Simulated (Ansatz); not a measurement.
# How many bands does the GW gap of Al2InN3 (Cmc2_1) need?

Wanted: a G0W0 gap for Al2InN3 (Cmc2_1) that is converged in bands and cutoff, or an estimate of the limit.

Method: G0W0 on PBE, plane waves, PAW; PAW set soft_1, in Ansatz 0.2.0.

## Step 1: Set-up

It takes space group Cmc2_1 (No. 36, orthorhombic). Conventional cell: a = 9.760 Å, b = 5.611 Å, c = 5.199 Å, α = 90.00°, β = 90.00°, γ = 90.00°. Nearest to Al lie 4 N at 1.89 to 1.90 Å. Nearest to In lie 4 N at 2.16 to 2.19 Å. Nearest to N lie 3 Al at 1.89 to 1.90 Å and 1 In at 2.16 Å. N has 2 Al at 1.89 Å and 2 In at 2.17 to 2.19 Å nearest. Farther neighbours and most contacts between anions are not listed.

As a file:

```cif
data_structure
_symmetry_space_group_name_H-M 'Cmc2_1'
_symmetry_Int_Tables_number 36
_cell_length_a 9.7600
_cell_length_b 5.6110
_cell_length_c 5.1995
_cell_angle_alpha 90.000
_cell_angle_beta 90.000
_cell_angle_gamma 90.000
_cell_volume 284.74
loop_
_atom_site_label
_atom_site_type_symbol
_atom_site_symmetry_multiplicity
_atom_site_Wyckoff_symbol
_atom_site_fract_x
_atom_site_fract_y
_atom_site_fract_z
_atom_site_occupancy
Al1 Al 8 b 0.67172 0.66318 0.49163 1
In1 In 4 a 0.00000 0.67808 0.48638 1
N1 N 8 b 0.68528 0.64830 0.85580 1
N2 N 4 a 0.00000 0.70191 0.90676 1
```

The cell and positions are those that the Materials Project relaxed with its own functionals (PBE, PBE+U or r2SCAN), kept fixed.

## Step 2: 128 empty bands, screening to 54 eV

Now the one-shot GW correction: screening in the RPA, then the self-energy of the levels asked for. This step takes PAW set soft_1 files.

input.yaml reads:

```yaml
crystal:
  lattice:
    - [4.8800190524, -2.8055151375, 0.0]
    - [4.8800190524, 2.8055151375, 0.0]
    - [0.0, 0.0, 5.1994618]
  atoms:
    - { symbol: Al, position: [0.00854286, 0.33490025, 0.99162672] }
    - { symbol: Al, position: [0.66509975, 0.99145714, 0.99162672] }
    - { symbol: Al, position: [0.99145714, 0.66509975, 0.49162672] }
    - { symbol: Al, position: [0.33490025, 0.00854286, 0.49162672] }
    - { symbol: In, position: [0.32191553, 0.67808447, 0.98638376] }
    - { symbol: In, position: [0.67808447, 0.32191553, 0.48638376] }
    - { symbol: "N", position: [0.03698256, 0.33358057, 0.35579997] }
    - { symbol: "N", position: [0.66641943, 0.96301744, 0.35579997] }
    - { symbol: "N", position: [0.96301744, 0.66641943, 0.85579997] }
    - { symbol: "N", position: [0.33358057, 0.03698256, 0.85579997] }
    - { symbol: "N", position: [0.29809134, 0.70190866, 0.40676283] }
    - { symbol: "N", position: [0.70190866, 0.29809134, 0.90676283] }
kpoints:
  mp_grid: { grid: [6, 6, 4] }
hamiltonian:
  xc: pbe
  pseudopotentials: { kind: paw, azcp: { folder: soft_1 } }
scf:
  occupations: { method: fixed }
gw:
  n_empty_bands: 128
  ecut_chi: 54
  qp_bands: [v4, c4]
  qp_kpoints: band_edges
  screening: { model: contour_deformation }
```

Run with:

```
$ ansatz run input.yaml --threads 2 --pin off --max-ram 92160MiB --backend cuda --events-out ev --progress --plain --runs-dir out --devices 1 --max-vram 13GiB
```

Numbers of over 12 decimals in the logs are rounded to 6 here.

The program printed:

```text
GPUs: using 1 of 1 available (devices: 1).
Engine: ansatz 0.2.0, x86_64-unknown-linux-gnu
Pseudopotentials: kind: paw
Pseudopotential: Al, paw, valence charge 3, recommended cutoff 420 eV (normal), soft_1/Al.paw.azcp
Pseudopotential: In, paw, valence charge 13, recommended cutoff 420 eV (normal), soft_1/In.paw.azcp
Pseudopotential: N, paw, valence charge 5, recommended cutoff 420 eV (normal), soft_1/N.paw.azcp
Functional definition: PBE
  parameter kappa = 0.804
  parameter beta = 0.066725
  exchange = pbe_x(kappa = kappa, mu = beta*pi^2/3)
  correlation = pbe_c(beta = beta)
device memory: the entry about to start is reckoned to put 3.4 GiB on a device that reports 47.0 GiB free (of which the cap on the GPU budget leaves the run 13.0 GiB)
GPU FFT provider: cuFFT
GPU libraries: cuBLAS 13.8.2, cuFFT 12.4.0, cuSOLVER 12.3.4
Crystal: 12 atoms, lattice volume = 142.371 Å³
Basis set: ecut = 420 eV, 2793 PW (Γ)
Bands: 46, of which v1, the nominal top of the filled ones, is band 34 counted from 1 (33 counted from 0)
Symmetry: 4 space group operations
Space group: Cmc21 (ITA 36), of the structure as read, at distance tolerance 5.2e-5 Å
k-points: 39 of 144 (time reversal used)
Non-local potential: Al, projectors of the file, l = 0: 2, l = 1: 2, l = 2: 1
Non-local potential: In, projectors of the file, l = 0: 2, l = 1: 2, l = 2: 2, l = 3: 1
Non-local potential: N, projectors of the file, l = 0: 2, l = 1: 2, l = 2: 1
PAW form: soft (Blöchl's): semilocal exchange-correlation on the pseudo side does not see the compensation charge
PAW one-centre angular grid: Al, 110 points (default); XC on 64 Gauss nodes
PAW one-centre angular grid: In, 590 points (default); XC on 64 Gauss nodes
PAW one-centre angular grid: N, 110 points (default); XC on 64 Gauss nodes
Initial density: superposition of atomic densities (chi_scale 0.1, normalization cell, long waves kept (reshape's long-wave potential 0.07 eV rms))
Initial wavefunctions: pseudopotential atomic-orbital guess
GPU buffer pool allocated for 57600 grid points (all kernels)
GPU transforms: local potential and band sums: pruned to the plane-wave sphere, on 40×40×36
Functional: x = pbe(κ = 0.804, μ = 0.219515), c = pbe(β = 0.066725)
SCF iter   1: F=—  HF=-15666.434879 eV  |F-HF|=—  |Δ(HF+E_count)|=         —  Δρ=1.13e-1  dr2=2.20e1  ethr=3.10e-3  ⟨swp⟩=5.0  Hψ=6104  notcnv=0  defer=379
preconditioner: auto → Resta (q_TF=auto, 2.412 Å⁻¹)  ε∞=3.9  [insulator: Δε(μ)=3.270 eV  Ē_g=15.037 eV  n_scr=26 (ndim 8)  ℏωp=25.7 eV  f_vac=0.000  ε∞_Penn≈3.9]
SCF iter   2: F=—  HF=-15660.548591 eV  |F-HF|=—  |Δ(HF+E_count)|=    5.89e0  Δρ=4.29e-2  dr2=1.48e0  ethr=3.10e-3  ⟨swp⟩=3.0  Hψ=3784  notcnv=0  defer=389
SCF iter   3: F=—  HF=-15660.273656 eV  |F-HF|=—  |Δ(HF+E_count)|=   2.75e-1  Δρ=2.09e-2  dr2=4.29e-1  ethr=2.18e-3  ⟨swp⟩=2.0  Hψ=2184  notcnv=0  defer=388
SCF iter   4: F=—  HF=-15660.228246 eV  |F-HF|=—  |Δ(HF+E_count)|=   4.54e-2  Δρ=2.33e-3  dr2=7.44e-3  ethr=6.31e-4  ⟨swp⟩=2.5  Hψ=2169  notcnv=0  defer=390
SCF iter   5: F=—  HF=-15660.231829 eV  |F-HF|=—  |Δ(HF+E_count)|=   3.58e-3  Δρ=1.41e-3  dr2=2.71e-3  ethr=1.09e-5  ⟨swp⟩=2.2  Hψ=2881  notcnv=0  defer=390
SCF iter   6: F=—  HF=-15660.232352 eV  |F-HF|=—  |Δ(HF+E_count)|=   5.23e-4  Δρ=6.36e-4  dr2=5.84e-4  ethr=3.98e-6  ⟨swp⟩=2.0  Hψ=2592  notcnv=0  defer=390
SCF iter   7: F=—  HF=-15660.232416 eV  |F-HF|=—  |Δ(HF+E_count)|=   6.40e-5  Δρ=1.18e-4  dr2=2.25e-5  ethr=8.59e-7  ⟨swp⟩=2.0  Hψ=2308  notcnv=0  defer=385
SCF iter   8: F=—  HF=-15660.232440 eV  |F-HF|=—  |Δ(HF+E_count)|=   2.33e-5  Δρ=2.22e-5  dr2=5.90e-7  ethr=3.31e-8  ⟨swp⟩=2.2  Hψ=2955  notcnv=0  defer=210
SCF iter   9: F=-15660.232440 eV  HF=-15660.232440 eV  |F-HF|=9.36e-9  |Δ(HF+E_count)|=   5.88e-7  Δρ=2.78e-6  dr2=9.10e-9  ethr=1.47e-10  ⟨swp⟩=12.9  Hψ=8236  notcnv=0
SCF 1 converged in 9 iterations: F = -15660.232440 eV  dr2 = 9.10e-9
  greatest PAW one-centre occupation: 0.984 electrons in one spin orbital (limit 2), on the In atom at site 4 (counted from 0), in its partial waves of l = 2
device memory: the entry about to start is reckoned to put 3.6 GiB (of the 3.9 GiB reckoned in all, the device holds 0.4 GiB already) on a device that reports 45.7 GiB free (of which the cap on the GPU budget leaves the run 12.6 GiB)
NSCF: frozen V_eff on 39 k-points, pencils in batches of 32, up to order 184
the band table was solved once the SCF had ended and its energy, with any forces and stress, was formed, with the checks that follow a solve (6919 applications of the Hamiltonian). They found nothing against the state; the energy, forces and stress were not computed again (output.eigenvalues in the input reference)
device memory: the entry about to start is reckoned to put 3.2 GiB on a device that reports 45.7 GiB free (of which the cap on the GPU budget leaves the run 13.0 GiB)
NSCF: frozen V_eff on 39 k-points
G₀W₀ screening: q 1/39
[... further progress lines ...]
device memory: the entry about to start is reckoned to put 0.7 GiB on a device that reports 41.4 GiB free (of which the cap on the GPU budget leaves the run 13.0 GiB)
NSCF: frozen V_eff on 1 k-points
device memory: the entry about to start is reckoned to put 0.7 GiB on a device that reports 41.5 GiB free (of which the cap on the GPU budget leaves the run 13.0 GiB)
NSCF: frozen V_eff on 1 k-points
SCF converged after 9 iterations
Free energy (F): -15660.232440 eV
Harris-Foulkes:  -15660.232440 eV  (|F-HF|=9.36e-9)
Internal energy: -15660.232440 eV  (E = F + TS)
E sigma→0 (E₀):  -15660.232440 eV
Fermi energy:    8.246112 eV
--- Per-component energies (eV) ---
  E_band       = 61.713434
  E_kinetic    = 1321.325306
  E_local      = -3472.801905  (includes V_loc(G=0)·N_el)
  E_nonlocal   = 905.673885
  E_hartree    = 1380.438011
  E_xc         = -798.736696
  E_vxc        = -754.976468  (∫ρ·V_xc dr)
  E_paw        = -11071.245339  (= ΣΔE_a)
  E_vpaw       = -698.388936  (= ΣTr[D̂ρ^β])
  E_aug_tail   = 0.005281  (compensation charges beyond the density's cutoff)
  E_ewald      = -3924.890984
  E_smearing   = -0.000000  (= −TS)
  E_closure    = 0.000000  (closes the sum)
  Σ components = -15660.232440   (vs F -15660.232440, Δ=0.00e0)
--- Band table (eV; the first three rows and the last of 39) ---
  k-point 0: bands = [... 30 lower, 7.6265, 8.1739, 8.1811, 8.2461, 10.5384, 12.7805, 13.5116, 13.8778, ... 8 higher]
  k-point 1: bands = [... 30 lower, 7.6928, 7.8019, 8.0637, 8.1100, 11.4284, 12.9158, 14.1790, 14.3990, ... 8 higher]
  k-point 2: bands = [... 30 lower, 7.8501, 7.8501, 8.1150, 8.1150, 12.6473, 12.6473, 15.0665, 15.0665, ... 8 higher]
  k-point 38: bands = [... 30 lower, 7.3306, 7.3306, 7.6331, 7.6331, 12.9714, 12.9714, 13.9124, 13.9124, ... 8 higher]
--- G₀W₀: contour deformation, 6 samples at zero and on the imaginary axis and 2 off it, 144 q-points, 128 empty bands' worth ---
  eigenvalues of the whole cell's RPA ε∞ on this k-mesh (on a slab, of 1 + 4πα/V) = 5.2131, 5.2486, 5.4874; static W/v taken at q = 0 is 0.186715
  gw.qp_kpoints: band_edges: 35 of 39 stored k-points solved, in 1 pass; an edge of the gap read off the rows below is read off those points alone
    valence top: of the k-points left out ik 23 came nearest to being solved in a further pass, in band 33 (counted from 1, as in the quasiparticle table): it holds the edge there only if its correction is more favourable than any solved in that band by at least 0.503 eV; those differ by 0.128 eV
    conduction bottom: of the k-points left out ik 23 came nearest to being solved in a further pass, in band 35 (counted from 1, as in the quasiparticle table): it holds the edge there only if its correction is more favourable than any solved in that band by at least 2.283 eV; those differ by 0.428 eV
    ik  band        ε_KS         Σx   Σc(E_QP)       V_xc       Z   E_QP_lin       E_QP  E_QP is
     0    31      7.6265   -21.6528     3.7943   -17.6754  0.7694     7.4430     7.4435  root
     0    32      8.1739   -21.8759     3.7152   -18.1057  0.7718     8.1189     8.1189  root
     0    33      8.1811   -21.5582     3.6144   -17.8749  0.7730     8.1121     8.1122  root
     0    34      8.2461   -21.7274     3.6949   -17.9767  0.7718     8.1903     8.1904  root
     0    35     10.5384   -11.1832    -3.0318   -15.0932  0.8106    11.4224    11.4165  root
     0    36     12.7805   -10.1785    -3.8047   -15.1686  0.8107    13.9816    13.9658  root
     0    37     13.5116    -5.8772    -3.9045   -10.3767  0.8223    14.1104    14.1066  root
     0    38     13.8778    -6.3869    -3.9615   -10.9988  0.8189    14.5331    14.5283  root
     1    31      7.6928   -21.6045     3.7279   -17.7221  0.7701     7.5380     7.5384  root
     1    32      7.8019   -21.5481     3.6503   -17.7587  0.7708     7.6627     7.6630  root
     1    33      8.0637   -21.8388     3.7500   -18.0083  0.7710     7.9831     7.9832  root
     1    34      8.1100   -21.7000     3.6775   -17.9371  0.7722     8.0245     8.0246  root
     1    35     11.4284   -11.5993    -3.0341   -15.6572  0.8035    12.4616    12.4521  root
     1    36     12.9158   -10.1826    -3.8610   -15.2524  0.8071    14.1418    14.1245  root
     1    37     14.1790    -6.5990    -3.9764   -11.3222  0.8122    14.9328    14.9257  root
     1    38     14.3990    -6.9528    -4.0272   -11.7611  0.8096    15.1881    15.1802  root
     2    31      7.8501   -21.6886     3.7460   -17.8181  0.7703     7.7254     7.7256  root
     2    32      7.8501   -21.6886     3.7460   -17.8181  0.7703     7.7254     7.7256  root
     2    33      8.1150   -21.5076     3.4652   -17.9822  0.7725     8.0547     8.0547  root
     2    34      8.1150   -21.5076     3.4652   -17.9822  0.7725     8.0547     8.0547  root
     2    35     12.6473   -10.9003    -3.6353   -15.7214  0.7992    13.8501    13.8330  root
     2    36     12.6473   -10.9003    -3.6353   -15.7214  0.7992    13.8501    13.8330  root
     2    37     15.0665    -8.2118    -4.2017   -13.4313  0.7982    16.1014    16.0842  root
     2    38     15.0665    -8.2118    -4.2017   -13.4313  0.7982    16.1014    16.0842  root
[...]
37    31      7.3324   -21.2172     3.7640   -17.2286  0.7658     7.1071     7.1078  root
    37    32      7.6410   -21.3157     3.6967   -17.4438  0.7701     7.4653     7.4657  root
    37    33      7.6925   -21.2815     3.6641   -17.4653  0.7705     7.5400     7.5403  root
    37    34      7.9522   -21.3550     3.5547   -17.7068  0.7700     7.8585     7.8587  root
    37    35     12.6729   -10.9615    -3.6560   -15.8537  0.7996    13.9282    13.9090  root
    37    36     12.6929    -8.9995    -3.7410   -13.7236  0.8137    13.6864    13.6761  root
    37    37     13.7216    -8.7145    -3.8108   -13.4322  0.8054    14.6394    14.6285  root
    37    38     14.2509    -7.8862    -4.0557   -12.8633  0.8043    15.1843    15.1724  root
```

Run time: 98 s. Hardware: 1 × NVIDIA H100 80GB HBM3 (shared by 6 runs) with 2 threads of AMD EPYC 7R13 (Zen 3), shared host; peak memory 1.5 GiB.

In the SCF lines HF is the Harris–Foulkes energy and dr2 the Hartree energy of the density residual, in eV; the loop may stop once dr2 is under the threshold and the program's other checks hold. Hψ counts applications of the Hamiltonian.

This step gave:

| Quantity | Value |
| --- | --- |
| bands summed | 162 |
| RPA ε∞ on this mesh (eigenvalues) | 5.213, 5.249, 5.487 |
| plane waves in the screening matrix | 133 |
| q-points in the mesh | 144 |
| G0W0 gap on the mesh | 3.226 eV |
| k of the valence top | 0, 0, 0 |
| k of the conduction bottom | 0, 0, 0 |
| starting gap on the mesh | 2.292 eV |
| Z at the valence top | 0.7718 |
| Z at the conduction bottom | 0.8106 |
| least direct G0W0 gap on the computed points | 3.226 eV |

The gap on the mesh goes from 2.29 eV to 3.23 eV, a correction of +0.93 eV. Between the two edge states, bare exchange in place of the xc potential would open the gap by 7.66 eV, and correlation takes back 6.73 eV.

## Step 3: 362 empty bands, screening to 108 eV

Bands and screening cutoff are moved together, since each hides the error of the other.

Edit input.yaml of step 2 so:

```diff
@@ -26,4 +26,4 @@
 gw:
-  n_empty_bands: 128
-  ecut_chi: 54
+  n_empty_bands: 362
+  ecut_chi: 108
   qp_bands: [v4, c4]
```

The program printed:

```text
GPUs: using 1 of 1 available (devices: 1).
[...]
GPU FFT provider: cuFFT
GPU libraries: cuBLAS 13.8.2, cuFFT 12.4.0, cuSOLVER 12.3.4
Crystal: 12 atoms, lattice volume = 142.371 Å³
Basis set: ecut = 420 eV, 2793 PW (Γ)
Bands: 46, of which v1, the nominal top of the filled ones, is band 34 counted from 1 (33 counted from 0)
Symmetry: 4 space group operations
[...]
k-points: 39 of 144 (time reversal used)
[...]
GPU buffer pool allocated for 57600 grid points (all kernels)
[...]
SCF iter   1: F=—  HF=-15666.434879 eV  |F-HF|=—  |Δ(HF+E_count)|=         —  Δρ=1.13e-1  dr2=2.20e1  ethr=3.10e-3  ⟨swp⟩=5.0  Hψ=6104  notcnv=0  defer=379
[...]
SCF iter   9: F=-15660.232440 eV  HF=-15660.232440 eV  |F-HF|=9.36e-9  |Δ(HF+E_count)|=   5.88e-7  Δρ=2.78e-6  dr2=9.10e-9  ethr=1.47e-10  ⟨swp⟩=12.9  Hψ=8236  notcnv=0
SCF 1 converged in 9 iterations: F = -15660.232440 eV  dr2 = 9.10e-9
[...]
NSCF: frozen V_eff on 39 k-points, pencils in batches of 32, up to order 184
[...]
NSCF: frozen V_eff on 39 k-points
G₀W₀ screening: q 1/39
[... further progress lines ...]
[...]
SCF converged after 9 iterations
Free energy (F): -15660.232440 eV
[...]
Internal energy: -15660.232440 eV  (E = F + TS)
E sigma→0 (E₀):  -15660.232440 eV
Fermi energy:    8.246112 eV
[...]
--- Band table (eV; the first three rows and the last of 39) ---
  k-point 0: bands = [... 30 lower, 7.6265, 8.1739, 8.1811, 8.2461, 10.5384, 12.7805, 13.5116, 13.8778, ... 8 higher]
  k-point 1: bands = [... 30 lower, 7.6928, 7.8019, 8.0637, 8.1100, 11.4284, 12.9158, 14.1790, 14.3990, ... 8 higher]
  k-point 2: bands = [... 30 lower, 7.8501, 7.8501, 8.1150, 8.1150, 12.6473, 12.6473, 15.0665, 15.0665, ... 8 higher]
  k-point 38: bands = [... 30 lower, 7.3306, 7.3306, 7.6331, 7.6331, 12.9714, 12.9714, 13.9124, 13.9124, ... 8 higher]
[...]
0    31      7.6265   -21.6528     3.3683   -17.6754  0.7634     7.0123     7.0174  root
     0    32      8.1739   -21.8759     3.2544   -18.1057  0.7654     7.6548     7.6581  root
     0    33      8.1811   -21.5582     3.1583   -17.8749  0.7666     7.6527     7.6561  root
     0    34      8.2461   -21.7274     3.2301   -17.9767  0.7655     7.7222     7.7256  root
     0    35     10.5384   -11.1832    -3.2800   -15.0932  0.8029    11.1710    11.1683  root
     0    36     12.7805   -10.1785    -4.1995   -15.1686  0.8056    13.5774    13.5711  root
     0    37     13.5116    -5.8772    -4.1484   -10.3767  0.8217    13.8639    13.8627  root
     0    38     13.8778    -6.3869    -4.2181   -10.9988  0.8179    14.2733    14.2717  root
[...]
37    35     12.6729   -10.9615    -4.0666   -15.8537  0.7936    13.5059    13.4984  root
    37    36     12.6929    -8.9995    -4.0826   -13.7236  0.8098    13.3385    13.3345  root
    37    37     13.7216    -8.7145    -4.0956   -13.4322  0.8016    14.3483    14.3437  root
    37    38     14.2509    -7.8862    -4.3697   -12.8633  0.8010    14.8631    14.8583  root
```

It took 2.5 min on 1 × NVIDIA H100 80GB HBM3 (shared by 6 runs) with 2 threads; peak memory 2.8 GiB.

This step gave:

```yaml
bands_summed: 396
rpa_eps_infinity_on_this_mesh_eigenvalues: 5.101, 5.131, 5.370
plane_waves_in_the_screening_matrix: 381
q_points_in_the_mesh: 144
g0w0_gap_on_the_mesh: 3.443 eV
k_of_the_valence_top: 0, 0, 0
k_of_the_conduction_bottom: 0, 0, 0
starting_gap_on_the_mesh: 2.292 eV
z_at_the_valence_top: 0.7655
z_at_the_conduction_bottom: 0.8029
least_direct_g0w0_gap_on_the_computed_points: 3.443 eV
```

Against the run with 6×6×4 mesh, 128 empty bands, screening to 54 eV, PAW set soft_1 files, the gap moves by +0.22 eV.

(Continued in part 2 of 2.)

[Paths, hosts, dates, memory and timing lines, banners, echoed tables and standing remarks are left out of the program output.]

[Logs are printed without paths, hosts, clocks, repeated set-up lines and the standing remarks that a program may print on its own settings, such as how far it seeks lower states.]

[Runs of the session that timed out or met a known fault of the program may be left out.]

[Cells called generated may have been cut or substituted from an entry of the Crystallography Open Database or the Materials Project.]

[Hosts, paths, dates, database ids (printed as entryN), source tags and the programs' standing remarks are cut or masked in the printed files.]
